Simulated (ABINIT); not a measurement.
**How KCl (Sylvite) absorbs and reflects light**

Aim: the dielectric function of KCl (Sylvite), and the optical constants that follow from it.

Calculated with ABINIT 10.8.3; DFT, PBE, plane waves with norm-conserving potentials (PseudoDojo 0.4.1), scalar-relativistic, independent-particle linear optical response without local fields.

### Step 1. Set-up

It takes space group Fm-3m (No. 225, cubic). The conventional cell has a = 6.293 Å, b = 6.293 Å, c = 6.293 Å, α = 90.00°, β = 90.00°, γ = 90.00°. K has 6 Cl at 3.15 Å nearest. Cl has 6 K at 3.15 Å nearest. Farther neighbours and most contacts between anions are not listed.

As a file:

```cif
data_structure
_symmetry_space_group_name_H-M 'Fm-3m'
_symmetry_Int_Tables_number 225
_cell_length_a 6.2929
_cell_length_b 6.2929
_cell_length_c 6.2929
_cell_angle_alpha 90.000
_cell_angle_beta 90.000
_cell_angle_gamma 90.000
_cell_volume 249.21
loop_
_atom_site_label
_atom_site_type_symbol
_atom_site_symmetry_multiplicity
_atom_site_Wyckoff_symbol
_atom_site_fract_x
_atom_site_fract_y
_atom_site_fract_z
_atom_site_occupancy
K1 K 4 a 0.00000 0.00000 0.00000 1
Cl1 Cl 4 b 0.50000 0.00000 0.00000 1
```

### Step 2. Ground state, bands and velocity matrix elements

First the ground state: is it a metal or has it a gap?

This step: DFT, PBE, plane waves with norm-conserving potentials (PseudoDojo 0.4.1), scalar-relativistic, ground state, bands at fixed density and velocity matrix elements (ABINIT 10.8.3).

run.abi reads:

```
# ground state, bands on a dense mesh, and the derivatives d/dk of the wave functions
ndtset 3

ngkpt1 6 6 6
shiftk1 0.0 0.0 0.0
tolvrs1 1.0d-12
nband1 12
prtden1 1

iscf2 -2
getden2 1
ngkpt2 9 9 9
shiftk2 0.0 0.0 0.0
kptopt2 1
nband2 30
nbdbuf2 4
tolwfr2 1.0d-14

optdriver3 8
wfk_task3 "wfk_ddk"
prtevk3 1
getwfk3 2
getden3 1
iscf3 -2
ngkpt3 9 9 9
shiftk3 0.0 0.0 0.0
kptopt3 1
nband3 30

nshiftk 1
occopt 3
tsmear 0.001837
ecut 35.0
nstep 80
iomode 3
chksymbreak 0
chkprim 0
chksymtnons 0
acell 3*1.0 Angstrom
rprim
  0.000000000000 3.146470000000 3.146470000000
  3.146470000000 0.000000000000 3.146470000000
  3.146470000000 3.146470000000 0.000000000000
natom 2
ntypat 2
znucl 19 17
typat 1 2
xred
  0.000000000000 0.000000000000 0.000000000000
  0.500000000000 0.500000000000 0.500000000000
pseudos "K.upf, Cl.upf"
```

The run is started by

```console
$ mpirun -n 4 abinit run.abi
```

Numbers of over 12 decimals in the logs are rounded to 6 here.

Log:

```text
DATASET    1 : space group Fm -3 m (#225); Bravais cF (face-center cubic)
 DATASET    2 : space group Fm -3 m (#225); Bravais cF (face-center cubic)
 DATASET    3 : space group Fm -3 m (#225); Bravais cF (face-center cubic)
            ngfft          48      48      48
                         0.11111    0.11111    0.05556    0.02778    0.11111    0.05556
                         0.01389    0.11111    0.11111    0.05556
                         0.03292    0.03292    0.03292    0.03292    0.03292    0.03292
                         0.01646    0.00823    0.03292    0.03292    0.03292    0.03292
                         0.01646    0.00823    0.03292    0.03292    0.01646    0.00823
                         0.01646    0.03292    0.06584    0.06584    0.03292    0.06584
                         0.06584    0.03292    0.03292    0.03292    0.03292
                         0.03292    0.03292    0.03292    0.03292    0.03292    0.03292
                         0.01646    0.00823    0.03292    0.03292    0.03292    0.03292
                         0.01646    0.00823    0.03292    0.03292    0.01646    0.00823
                         0.01646    0.03292    0.06584    0.06584    0.03292    0.06584
                         0.06584    0.03292    0.03292    0.03292    0.03292
== DATASET  1 ==================================================================
 Real(R)+Recip(G) space primitive vectors, cartesian coordinates (Bohr,Bohr^-1):
 R(1)=  0.0000000  5.9459666  5.9459666  G(1)= -0.0840906  0.0840906  0.0840906
 R(2)=  5.9459666  0.0000000  5.9459666  G(2)=  0.0840906 -0.0840906  0.0840906
 R(3)=  5.9459666  5.9459666  0.0000000  G(3)=  0.0840906  0.0840906 -0.0840906
 Unit cell volume ucvol=  4.2043357E+02 bohr^3
 Angles (23,13,12)=  6.00000000E+01  6.00000000E+01  6.00000000E+01 degrees
 getcut: wavevector=  0.0000  0.0000  0.0000  ngfft=  48  48  48
     iter   Etot(hartree)      deltaE(h)  residm     vres2
 ETOT  1  -46.571100369373    -4.657E+01 5.447E-02 1.847E+02
 ETOT  2  -46.596783417706    -2.568E-02 3.364E-03 1.510E+01
 ETOT  3  -46.598352635706    -1.569E-03 1.816E-03 1.449E+00
 ETOT  4  -46.598398992643    -4.636E-05 4.802E-03 7.654E-02
 ETOT  5  -46.598400108576    -1.116E-06 3.277E-03 1.335E-03
 ETOT  6  -46.598400150078    -4.150E-08 2.728E-03 2.235E-05
 ETOT  7  -46.598400152740    -2.662E-09 8.274E-04 3.731E-07
 ETOT  8  -46.598400152757    -1.777E-11 4.839E-04 3.555E-09
 ETOT  9  -46.598400152760    -2.700E-12 1.601E-04 2.309E-10
 ETOT 10  -46.598400152757     2.885E-12 9.029E-05 2.468E-12
 ETOT 11  -46.598400152758    -1.307E-12 1.156E-04 8.724E-13
 At SCF step   11       vres2   =  8.72E-13 < tolvrs=  1.00E-12 =>converged.
 Cartesian components of stress tensor (hartree/bohr^3)
  sigma(1 1)= -2.48732888E-05  sigma(3 2)=  0.00000000E+00
  sigma(2 2)= -2.48732888E-05  sigma(3 1)=  0.00000000E+00
  sigma(3 3)= -2.48732888E-05  sigma(2 1)=  0.00000000E+00
 Mean square residual over all n,k,spin=   18.739E-07; max=  11.557E-05
 Fermi (or HOMO) energy (hartree) =   0.06193   Average Vxc (hartree)=  -0.28070
 Eigenvalues (hartree) for nkpt=  16  k points:
 kpt#   1, nband= 12, wtk=  0.00463, kpt=  0.0000  0.0000  0.0000 (reduced coord)
  -1.00792   -0.45383   -0.40010   -0.40010   -0.40010   -0.00850   -0.00850   -0.00850
   0.18221    0.29896    0.29896    0.29896
   2.00000    2.00000    2.00000    2.00000    2.00000    2.00000    2.00000    2.00000
   0.00000    0.00000    0.00000    0.00000
kinetic             :  1.59180699143484E+01
hartree             :  9.94223676124131E+00
xc                  : -1.09376385164829E+01
Ewald energy        : -3.08334400012199E+01
psp_core            :  6.67954381446766E-01
local_psp           : -3.77939064882813E+01
non_local_psp       :  6.43832379618913E+00
internal            : -4.65984001527584E+01
'-kT*entropy'       :  1.25295289562740E-15
total_energy        : -4.65984001527584E+01
total_energy_eV     : -1.26800706500149E+03
 Cartesian components of stress tensor (hartree/bohr^3)
  sigma(1 1)= -2.48732888E-05  sigma(3 2)=  0.00000000E+00
  sigma(2 2)= -2.48732888E-05  sigma(3 1)=  0.00000000E+00
  sigma(3 3)= -2.48732888E-05  sigma(2 1)=  0.00000000E+00
-Cartesian components of stress tensor (GPa)         [Pressure=  7.3180E-01 GPa]
== DATASET  2 ==================================================================
 Real(R)+Recip(G) space primitive vectors, cartesian coordinates (Bohr,Bohr^-1):
 R(1)=  0.0000000  5.9459666  5.9459666  G(1)= -0.0840906  0.0840906  0.0840906
 R(2)=  5.9459666  0.0000000  5.9459666  G(2)=  0.0840906 -0.0840906  0.0840906
 R(3)=  5.9459666  5.9459666  0.0000000  G(3)=  0.0840906  0.0840906 -0.0840906
 Unit cell volume ucvol=  4.2043357E+02 bohr^3
 Angles (23,13,12)=  6.00000000E+01  6.00000000E+01  6.00000000E+01 degrees
 getcut: wavevector=  0.0000  0.0000  0.0000  ngfft=  48  48  48
 Mean square residual over all n,k,spin=   52.320E-16; max=  99.796E-16
 Eigenvalues (hartree) for nkpt=  35  k points:
 kpt#   1, nband= 30, wtk=  0.00137, kpt=  0.0000  0.0000  0.0000 (reduced coord)
  -1.00792   -0.45383   -0.40010   -0.40010   -0.40010   -0.00850   -0.00850   -0.00850
   0.18221    0.29896    0.29896    0.29896    0.33049    0.33049    0.46816    0.57919
   0.57919    0.57919    0.65141    0.65141    0.65141    0.66325    0.66325    0.78881
   0.78881    0.78881    0.86055    0.92038    0.92041    0.92091
== DATASET  3 ==================================================================
            ngfft          48      48      48
                         0.11111    0.11111    0.05556    0.02778    0.11111    0.05556
                         0.01389    0.11111    0.11111    0.05556
                         0.03292    0.03292    0.03292    0.03292    0.03292    0.03292
                         0.01646    0.00823    0.03292    0.03292    0.03292    0.03292
                         0.01646    0.00823    0.03292    0.03292    0.01646    0.00823
                         0.01646    0.03292    0.06584    0.06584    0.03292    0.06584
                         0.06584    0.03292    0.03292    0.03292    0.03292
                         0.03292    0.03292    0.03292    0.03292    0.03292    0.03292
                         0.01646    0.00823    0.03292    0.03292    0.03292    0.03292
                         0.01646    0.00823    0.03292    0.03292    0.01646    0.00823
                         0.01646    0.03292    0.06584    0.06584    0.03292    0.06584
                         0.06584    0.03292    0.03292    0.03292    0.03292
[shortened to cell, iterations, levels, energies and stress; the echo of variables, forces, comments, warnings and credits are left out]
```

The job ended after 33 s (4 MPI ranks of Arm Neoverse V2, shared host; peak memory 0.12 GiB; 2.2 min of CPU time).

Numbers from this step:

- total energy: -46.60 Ha
- gap on the k-mesh: 5.189 eV
- direct gap on the mesh: 5.189 eV

There is a gap, 5.19 eV on this mesh (points off the mesh can give less), so no carriers' term is needed.

### Step 3. Optical response

With the density converged, the vertical transitions are summed over the zone.

This step: DFT, PBE, plane waves with norm-conserving potentials (PseudoDojo 0.4.1), scalar-relativistic, independent-particle linear optical response without local fields (ABINIT 10.8.3).

optic.abi reads:

```
&FILES
 ddkfile_1 = 'runo_DS3_1_EVK.nc',
 ddkfile_2 = 'runo_DS3_2_EVK.nc',
 ddkfile_3 = 'runo_DS3_3_EVK.nc',
 wfkfile = 'runo_DS2_WFK.nc'
/
&PARAMETERS
 broadening = 0.001470,
 domega = 0.0014700,
 maxomega = 0.58799,
 scissor = 0.0,
 tolerance = 0.002,
 nband_sum = 26
/
&COMPUTATIONS
 num_lin_comp = 1,
 lin_comp = 11,
 num_nonlin_comp = 0,
 num_linel_comp = 0,
 num_nonlin2_comp = 0
/
```

The run is started by

```console
$ optic optic.abi
```

Log:

```text

 OPTIC has originally been developed by
 S. Sharma, J. K. Dewhurst and C. Ambrosch-Draxl, Phys. Rev. B 67, 165332 (2003), and
 S. Sharma and C. Ambrosch-Draxl, Physica Scripta T 109 (2004).

 rprimd(bohr)      =   0.00000   5.94597   5.94597
                       5.94597   0.00000   5.94597
                       5.94597   5.94597   0.00000
 natom             =       2
 nkpt,mband        =      35      30
 ecut              =  35.00000 Ha
 newocc: new Fermi energy is       0.112241 , with nelect=     16.000000, Number of bisection calls: 4
 Fermi level: 3.0542  (eV)

 fermie            =   0.11224 Ha   3.05424 eV
 Scissor shift     =   0.00000 Ha
 Tolerance on closeness to singularities     =   0.00200 Ha
 Smearing factor      =   0.00147 Ha
 Will use the antiresonant approximation (meaning that the antiresonant terms are neglected)
 Will not perform the bands decomposition
 linear coeffs to be calculated :
 11
 non-linear coeffs to be calculated :

 electronic part of electro-optic coeffs to be calculated :

 non-linear coeffs (V2) to be calculated :

 linear optic matrix elements will be printed :0
 optic : Call pmat2cart
 No scissor shift to be applied. Returning to main optic routine.
 optic : Call linopt
  linopt            1           1
 calculated the component:           1           1   of dielectric function
  with broadening:         (0.000000,1.46999999999999995E-003)
 and scissors shift:   0.000000
 energy window:   50.643743      eV   1.861123      Ha
 optic : Call nlinopt
 optic : Call linelop
 optic : Call nonlinopt

================================================================================

 Calculation completed.
-
program: optic
version: 10.8.3
start_datetime:
end_datetime:
overall_cpu_time:           0.1
overall_wall_time:           0.1
mpi_procs: 1
omp_threads: 1
...
```

Wall time 0.58 s (1 thread); peak memory 0.05 GiB.

Read-outs, printed or worked out from the files:

```
electronic dielectric constant ε∞, mean over x, y and z (by symmetry where fewer were run) : 2.561
centre of weight of the strongest loss peak in the window                                  : 12.02 eV
```

The Im ε, E ∥ x has structure finer than the step of the table below, so its rows give means over 0.5 eV, whole bins alone (the curve runs from 0.0400 to 15.9 eV). Peaks (eV: height): 7.68: 5.01, 7.80: 3.94, 8.12: 4.89, 10.04: 5.68, 10.44: 4.61, 10.64: 4.71, 11.16: 4.20.

Sum at mesh points, not converged in k; values under the direct gap are tails of Lorentzian lines. Table of Im ε, E ∥ x by photon energy; means over each step:

photon energy (eV), Im ε, E ∥ x and a bar:
```
      0.5       0.00 
      1.0       0.00 
      1.5       0.00 
      2.0       0.00 
      2.5       0.00 
      3.0       0.01 
      3.5       0.01 
      4.0       0.01 
      4.5       0.02 
      5.0       0.07 #
      5.5       0.42 ###
      6.0       0.60 #####
      6.5       0.67 #####
      7.0       2.13 ################
      7.5       2.80 #####################
      8.0       3.88 #############################
      8.5       2.41 ##################
      9.0       1.68 #############
      9.5       1.64 ############
     10.0       3.67 ############################
     10.5       3.95 ##############################
     11.0       2.88 ######################
     11.5       1.39 ###########
     12.0       0.84 ######
     12.5       0.89 #######
     13.0       0.86 #######
     13.5       1.13 #########
     14.0       0.69 #####
     14.5       0.49 ####
     15.0       0.73 ######
     15.5       2.23 #################
```

The reflectivity at normal incidence, E ∥ x has structure finer than the step of the table below, so its rows give means over 0.5 eV, whole bins alone (the curve runs from 0.0400 to 15.9 eV). Peaks (eV: height): 7.68: 23.8, 8.20: 25.9, 10.08: 26.1, 10.44: 27.9, 10.92: 31.8, 11.28: 40.0, 11.76: 23.4.

Sum at mesh points, not converged in k. Reflectivity at normal incidence, E ∥ x against photon energy; means over each step:

photon energy (eV), reflectivity at normal incidence, E ∥ x (%) and a bar:
```
      0.5        5.4 ####
      1.0        5.4 ####
      1.5        5.5 #####
      2.0        5.6 #####
      2.5        5.8 #####
      3.0        6.1 #####
      3.5        6.4 ######
      4.0        6.9 ######
      4.5        7.5 #######
      5.0        8.6 ########
      5.5        9.9 ##########
      6.0       11.3 ###########
      6.5       11.2 ###########
      7.0       15.9 ################
      7.5       17.4 ##################
      8.0       20.3 #####################
      8.5       14.6 ###############
      9.0        9.8 #########
      9.5        9.7 #########
     10.0       19.8 #####################
     10.5       24.0 #########################
     11.0       27.5 #############################
     11.5       28.0 ##############################
     12.0       13.9 ##############
     12.5        5.3 ####
     13.0        4.5 ###
     13.5        7.1 ######
     14.0        3.7 ##
     14.5        1.5 
     15.0        5.0 ####
     15.5       12.4 ############
```

The loss function −Im 1/ε at q → 0, E ∥ x has structure finer than the step of the table below, so its rows give means over 0.5 eV, whole bins alone (the curve runs from 0.0400 to 15.9 eV). Peaks (eV: height): 11.00: 0.597, 11.64: 1.03, 12.08: 1.58, 12.80: 0.911, 13.24: 0.627, 13.76: 1.06, 14.12: 0.755.

Sum at mesh points, not converged in k; values under the direct gap are tails of Lorentzian lines. Table of loss function −Im 1/ε at q → 0, E ∥ x by energy loss; means over each step:

```tsv
energy loss (eV)	loss function −Im 1/ε at q → 0, E ∥ x
0.5	1.0e-4
1.0	2.1e-4
1.5	3.2e-4
2.0	4.4e-4
2.5	5.8e-4
3.0	7.4e-4
3.5	9.3e-4
4.0	0.00120
4.5	0.00166
5.0	0.00578
5.5	0.0321
6.0	0.0359
6.5	0.0456
7.0	0.0894
7.5	0.103
8.0	0.177
8.5	0.292
9.0	0.316
9.5	0.168
10.0	0.158
10.5	0.239
11.0	0.341
11.5	0.660
12.0	1.09
12.5	0.663
13.0	0.578
13.5	0.592
14.0	0.639
14.5	0.338
15.0	0.117
15.5	0.300
```

Optical constants at common wavelengths, from n + ik = √ε:

```tsv
wavelength (nm)	n	k	R (%)	1/α
1550	1.60	0.000	5.4	363 µm
1064	1.61	0.001	5.4	167 µm
633	1.62	0.001	5.6	55 µm
532	1.63	0.001	5.8	37 µm
450	1.64	0.001	5.9	25 µm
405	1.66	0.002	6.1	19 µm
308	1.71	0.003	6.9	8.0 µm
```

Below the direct gap, k and the depth come from the tails of the Lorentzian lines, not from transitions.

### Step 4. What came out

| Item | Value |
| --- | --- |
| electronic dielectric constant ε∞, mean over x, y and z (by symmetry where fewer were run) (independent particles) | 2.56 |
| centre of weight of the strongest loss peak in the window, first axis | 12.0 eV |

**Reading.** At this level (PBE, independent particles) KCl has ε∞ = 2.56 and n = 1.60 at 1550 nm. On the mesh the gap is 5.19 eV and the least direct gap 5.19 eV. Excitons and phonon-assisted transitions are missing, and so are local fields; PBE gaps are as a rule too small, which pulls the onset down and ε∞ up. The sum runs over mesh points 0.19 Å⁻¹ apart with no interpolation, so peaks are partly noise of the mesh and static values carry its error.

[Logs are printed without paths, hosts, clocks, repeated set-up lines and the standing remarks that a program may print on its own settings, such as how far it seeks lower states.]

[Hosts, paths, dates, database ids (printed as entryN), source tags and the programs' standing remarks are cut or masked in the printed files.]
